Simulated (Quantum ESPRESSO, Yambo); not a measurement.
# A GW chain in Yambo: OsIF (1T monolayer (Janus)), part 2 of 3

Aim: the G0W0 gap of OsIF (1T monolayer (Janus)) on PBE with spin-orbit coupling, step by step.

Quantum ESPRESSO 7.5 and Yambo 5.3.0; PBE and many-body steps on it, plane waves. Known limits of the many-body steps: not at the basis limit; d states lean on the start.

So far. Step 2 (Ground state): The gap is indirect, with the least direct gap 0.12 eV higher. Step 3 (Bands along the symmetry lines): The gap is 1.043 eV, +0.007 eV from the run before at this level.

**4. Empty states on the mesh, 6×6×1 mesh, 244 bands**

Level of this step: DFT, PBE with spin-orbit coupling, plane waves, norm-conserving pseudopotentials (Quantum ESPRESSO).

The sums over transitions need many empty states on a uniform mesh; this step solves for them.

Contents of pw.in:

```
&control
  calculation = 'nscf'
  prefix = 'x'
  outdir = 'o'
  pseudo_dir = 'pseudo'
/
&system
  ibrav = 0
  nat = 3
  ntyp = 3
  ecutwfc = 76.0
  nbnd = 244
  force_symmorphic = .true.
  noncolin = .true.
  lspinorb = .true.
/
&electrons
  conv_thr = 1e-9
  electron_maxstep = 80
  diago_full_acc = .true.
  diago_thr_init = 5e-6
/
ATOMIC_SPECIES
  Os 190.23 Os.upf
  F 18.998 F.upf
  I 126.9 I.upf
CELL_PARAMETERS angstrom
  3.8117470532 0.0000000002 0.0000000000
  -1.9058735268 3.3010697807 0.0000000000
  0.0000000000 0.0000000000 15.0000000000
ATOMIC_POSITIONS crystal
  Os 0.0000000000 0.0000000000 0.5053837070
  F 0.3333333333 0.6666666667 0.5728503678
  I 0.6666666667 0.3333333333 0.4217659252
K_POINTS automatic
  6 6 1 0 0 0
```

Command:

```sh
> OMP_NUM_THREADS=1 mpirun -n 4 pw.x -nk 4 -in pw.in > pw.out
```

What it wrote:

```text
[banner, memory and clock lines left out]
Program PWSCF v.7.5 starts

     Atomic positions and unit cell read from directory:
     o/x.save/

     Message from routine setup:
     using ibrav=0 with symmetry is DISCOURAGED, use correct ibrav instead

     G-vector sticks info

     bravais-lattice index     =            0
     lattice parameter (alat)  =       7.2032  a.u.
     unit-cell volume          =    1273.6985 (a.u.)^3
     number of atoms/cell      =            3
     number of atomic types    =            3
     number of electrons       =        40.00
     number of Kohn-Sham states=          244
     kinetic-energy cutoff     =      76.0000  Ry
     charge density cutoff     =     304.0000  Ry
     Exchange-correlation= PBE
                           (   1   4   3   4   0   0   0)
     Non magnetic calculation with spin-orbit

     celldm(1)=   7.203158  celldm(2)=   0.000000  celldm(3)=   0.000000
     celldm(4)=   0.000000  celldm(5)=   0.000000  celldm(6)=   0.000000

     crystal axes: (cart. coord. in units of alat)
               a(1) = (   1.000000   0.000000   0.000000 )
               a(2) = (  -0.500000   0.866025   0.000000 )
               a(3) = (   0.000000   0.000000   3.935203 )

     reciprocal axes: (cart. coord. in units 2 pi/alat)
               b(1) = (  1.000000  0.577350 -0.000000 )
               b(2) = ( -0.000000  1.154701  0.000000 )
               b(3) = (  0.000000 -0.000000  0.254116 )
     Pseudo is Norm-conserving + core correction, Zval = 16.0
     Generated using ONCVPSP code by D. R. Hamann
     Using radial grid of 1344 points, 14 beta functions with:
     Pseudo is Norm-conserving + core correction, Zval =  7.0
     Generated using ONCVPSP code by D. R. Hamann
     Using radial grid of  832 points,  8 beta functions with:
     Pseudo is Norm-conserving + core correction, Zval = 17.0
     Generated using ONCVPSP code by D. R. Hamann
     Using radial grid of 1210 points, 10 beta functions with:
     Os               16.00   190.23000     Os( 1.00)
     F                 7.00    18.99800     F ( 1.00)
     I                17.00   126.90000     I ( 1.00)

      6 Sym. Ops. (no inversion) found

   Cartesian axes

     site n.     atom                  positions (alat units)
         1        Os     tau(   1) = (   0.0000000   0.0000000   1.9887877  )
         2        F      tau(   2) = (  -0.0000000   0.5773503   2.2542827  )
         3        I      tau(   3) = (   0.5000000   0.2886751   1.6597347  )

     number of k points=     7
                       cart. coord. in units 2pi/alat
        k(    1) = (   0.0000000   0.0000000   0.0000000), wk =   0.0277778
        k(    2) = (  -0.0000000   0.1924501   0.0000000), wk =   0.1666667
        k(    3) = (  -0.0000000   0.3849002   0.0000000), wk =   0.1666667
        k(    4) = (   0.0000000  -0.5773503   0.0000000), wk =   0.0833333
        k(    5) = (   0.1666667   0.2886751   0.0000000), wk =   0.1666667
        k(    6) = (   0.1666667   0.4811252   0.0000000), wk =   0.3333333
        k(    7) = (   0.3333333   0.5773503   0.0000000), wk =   0.0555556

     Dense  grid:   113677 G-vectors     FFT dimensions: (  40,  40, 160)

     The potential is recalculated from file :
     o/x.save/charge-density

     Starting wfcs are   46 randomized atomic wfcs +  198 random wfcs

     Band Structure Calculation

     End of band structure calculation

          k = 0.0000 0.0000 0.0000 ( 14179 PWs)   bands (ev):

   -84.5646 -84.5646 -53.0110 -53.0110 -47.2354 -47.2354 -47.1729 -47.1729
   -45.5327 -45.5327 -45.4893 -45.4893 -45.4516 -45.4516 -40.9205 -40.9205
   -40.8274 -40.8274 -22.3887 -22.3887 -14.6002 -14.6002  -5.6523  -5.6523
[...]
[... 19 further rows ...]
[...]
40.3744  40.3744  40.3815  40.3815

          k =-0.0000 0.1925 0.0000 ( 14213 PWs)   bands (ev):

[...]
[... 19 further rows ...]
[...]
40.0566  40.0672  40.3532  40.3587

          k =-0.0000 0.3849 0.0000 ( 14245 PWs)   bands (ev):

[...]
13.3978  13.4156  13.7427  13.7508  14.0907  14.1488  14.7554  14.7592
     [... 19 further rows ...]
    37.3853  37.4064  37.6277  37.6442  37.8299  37.8339  38.3274  38.3397
    38.8632  38.8646  39.3156  39.3522

          k = 0.0000-0.5774 0.0000 ( 14212 PWs)   bands (ev):

     [... further k-points ...]

     highest occupied, lowest unoccupied level (ev):     0.4473    1.5088

     XML data file, pseudopotentials, collected wavefunctions
```

The job ended after 3.3 min (4 MPI ranks of Arm Neoverse V1, shared host; peak memory 2.7 GiB; 13 min of CPU time).

This step gave:

```yaml
gap: 1.061 eV
k_of_the_valence_top: 0, 0.1667, 0
k_of_the_conduction_bottom: 0.1667, 0.3333, 0
least_direct_gap: 1.169 eV
k_points_computed: 7
lowest_point_of_the_top_converged_band_above_the_valence_top: 37.80 eV
```

On this mesh the gap is 1.061 eV.

**5. Conversion and set-up**

This step: Yambo 5.3.0; conversion and set-up on PBE with spin-orbit coupling, plane waves, norm-conserving pseudopotentials.

The states are converted to the many-body program's format and the q mesh is built.

Command:

```sh
> (cd o/x.save; p2y > p2y.log; mv SAVE ../..); yambo > setup.log
```

What it wrote:

```text
 Yambo, version 5.3.0

 [02] CORE Variables Setup
 =========================

  [02.01] Unit cells
  ==================

  Cell kind             :  HCP
  Atoms in the cell     :  Os  F  I
  number of Os atoms    :  1
  number of F  atoms    :  1
  number of I  atoms    :  1

  List of atomic masses
  Mass of Os    :  190.2300
  Mass of F     :  18.99800
  Mass of I     :  126.9000

  List of atomic coordinates    : [cc]
  Os1       :   0.00000   0.00000  14.32555  order 1
  F1       : -0.61212E-09   4.1587       16.238      order 2
  I1       :   3.60158   2.07937  11.95533  order 3

  Alat factors          :   7.20316   6.23812  28.34589 [a.u.]
  Direct lattice volume :   1273.70    [a.u.]
  Direct lattice vectors:  A[ 1 ]  A[ 2 ]  A[ 3 ]
   A[ 1 ]:   1.0000      0.60586E-10   0.0000      [iru]
    7.2032      0.37795E-09   0.0000      [cc]
   A[ 2 ]: -0.500000  1.000000  0.000000  [iru]
  -3.601579  6.238118  0.000000  [cc]
   A[ 3 ]:  0.000000  0.000000  1.000000  [iru]
    0.00000   0.00000  28.34589  [cc]

  Recip. lattice volume :  0.194748 [a.u.]
  Recip. lattice vectors:  B[ 1 ]  B[ 2 ]  B[ 3 ]
   B[ 1 ]:  1.000000  0.500000  0.000000  [iku]
   0.872282  0.503612 -0.000000  [cc]
   B[ 2 ]: -0.60586E-10   1.0000       0.0000      [iku]
  -0.52848E-10   1.0072       0.0000      [cc]
   B[ 3 ]:  0.000000  0.000000  1.000000  [iku]
   0.000000 -0.000000  0.221661  [cc]

  [02.02] Symmetries
  ==================

  Inversion symmetry    : yes
  Spatial inversion     : no
  Inversion index       :   7
  K-space Time-reversal : yes
  Magnetic symmetries   : no
  Time-reversal derived K-space symmetries:   7  12
  Group table correct   : yes
  Symmetries units      :  [cc]

   [S  1]:   1.0000     -0.44515E-27   0.0000     -0.49062E-16   1.0000       0.0000       0.0000       0.0000       1.0000
   [S  2]: -0.500000  0.866025  0.000000 -0.866025 -0.500000  0.000000  0.000000  0.000000  1.000000
   [S  3]: -0.500000 -0.866025  0.000000  0.866025 -0.500000  0.000000  0.000000  0.000000  1.000000
   [S  4]:  -1.0000     -0.10494E-09   0.0000     -0.12117E-09   1.0000       0.0000       0.0000       0.0000       1.0000
   [S  5]:  0.500000  0.866025  0.000000  0.866025 -0.500000  0.000000  0.000000  0.000000  1.000000
   [S  6]:  0.500000 -0.866025  0.000000 -0.866025 -0.500000  0.000000  0.000000  0.000000  1.000000
   [S* 7]:  -1.0000      0.44515E-27  -0.0000      0.49062E-16  -1.0000      -0.0000      -0.0000      -0.0000      -1.0000
   [S* 8]:  0.500000 -0.866025 -0.000000  0.866025  0.500000 -0.000000 -0.000000 -0.000000 -1.000000
   [S* 9]:  0.500000  0.866025 -0.000000 -0.866025  0.500000 -0.000000 -0.000000 -0.000000 -1.000000
   [S*10]:   1.0000      0.10494E-09  -0.0000      0.12117E-09  -1.0000      -0.0000      -0.0000      -0.0000      -1.0000
   [S*11]: -0.500000 -0.866025 -0.000000 -0.866025  0.500000 -0.000000 -0.000000 -0.000000 -1.000000
[...]
K/Q-points units:
  rlu = crystal or reduced units; cc = cartesian coordinates; iku = interal k-units

  K [1]          [rlu]:  0.000000  0.000000  0.000000
         WF components:  14179
  K [2]          [rlu]: -0.24576E-27  0.16667       0.0000
         WF components:  14213
  K [3]          [rlu]: -0.49152E-27  0.33333       0.0000
         WF components:  14245
  K [4]          [rlu]:  0.12046E-25 -0.50000       0.0000
         WF components:  14212
  K [5]          [rlu]:  0.166667  0.166667  0.000000
         WF components:  14266
  K [6]          [rlu]:  0.166667  0.333333  0.000000
         WF components:  14267
  K [7]          [rlu]:  0.333333  0.333333  0.000000
         WF components:  14280

  [02.05] Energies & Occupations
  ==============================

  [X] === General ===
  [X] Electronic Temperature                        :  0.000000  0.000000 [eV K]
  [X] Bosonic    Temperature                        :  0.000000  0.000000 [eV K]
  [X] Finite Temperature mode                       : no
  [X] El. density                                   :  0.21193E+24 [cm-3]
  [X] Fermi Level                                   :  0.447335 [eV]

  [X] === Gaps and Widths ===
  [X] Conduction Band Min                           :  1.061448 [eV]
  [X] Valence Band Max                              :  0.000000 [eV]
  [X] Filled Bands                                  :   40
  [X] Empty Bands                                   :   41  244
  [X] Direct Gap                                    :  1.168830 [eV]
  [X] Direct Gap localized at k                     :   6
  [X] Indirect Gap                                  :  1.061448 [eV]
  [X] Indirect Gap between kpts                     :   2   6
  [X] Last valence band width                       :  0.204609 [eV]
  [X] 1st conduction band width                     :  1.458637 [eV]

  E @ K [1]:  [eV]
  -85.01191 -85.01191 -53.45834 -53.45834 -47.68272 -47.68272 -47.62019 -47.62019
[...]
occ @ K [1]
[...]
E @ K [2]:  [eV]
[...]
occ @ K [2]
[...]
E @ K [3]:  [eV]
[...]
occ @ K [3]
[...]
E @ K [4]:  [eV]
[...]
occ @ K [4]
[...]
E @ K [5]:  [eV]
[...]
occ @ K [5]
[...]
E @ K [6]:  [eV]
[...]
occ @ K [6]
[...]
E @ K [7]:  [eV]
[...]
occ @ K [7]
[...]
0.000000  0.000000  0.000000  0.000000  0.000000  0.000000  0.000000  0.000000
   0.000000  0.000000  0.000000  0.000000  0.000000  0.000000  0.000000  0.000000

 [03] Transferred momenta grid and indexing
 ==========================================

 IBZ Q-points                                      :   7
 BZ  Q-points                                      :   36

 K/Q-points units:
 rlu = crystal or reduced units; cc = cartesian coordinates; iku = interal k-units

 Q [1]          [rlu]:  0.000000  0.000000  0.000000
 Q [2]          [rlu]: -0.94420E-17  0.16667       0.0000
 Q [3]          [rlu]: -0.18884E-16  0.33333       0.0000
 Q [4]          [rlu]:  0.28326E-16 -0.50000       0.0000
 Q [5]          [rlu]:  0.166667  0.166667  0.000000
 Q [6]          [rlu]:  0.166667  0.333333  0.000000
 Q [7]          [rlu]:  0.333333  0.333333  0.000000

  [03.01] X indexes
  =================

   [03.01.01] Sigma indexes
   ========================

 [06] Game Over & Game summary
```

Elapsed: 4.7 s, on 1 MPI rank; peak memory 0.26 GiB.

(Part 2 of 3 ends here.)

[Paths, hosts, dates, memory and timing lines, banners, echoed tables and standing remarks are left out of the program output.]

[Logs are printed without paths, hosts, clocks, repeated set-up lines and the standing remarks that a program may print on its own settings, such as how far it seeks lower states.]

[Runs of the session that timed out or met a known fault of the program may be left out.]

[Hosts, paths, dates, database ids (printed as entryN), source tags and the programs' standing remarks are cut or masked in the printed files.]
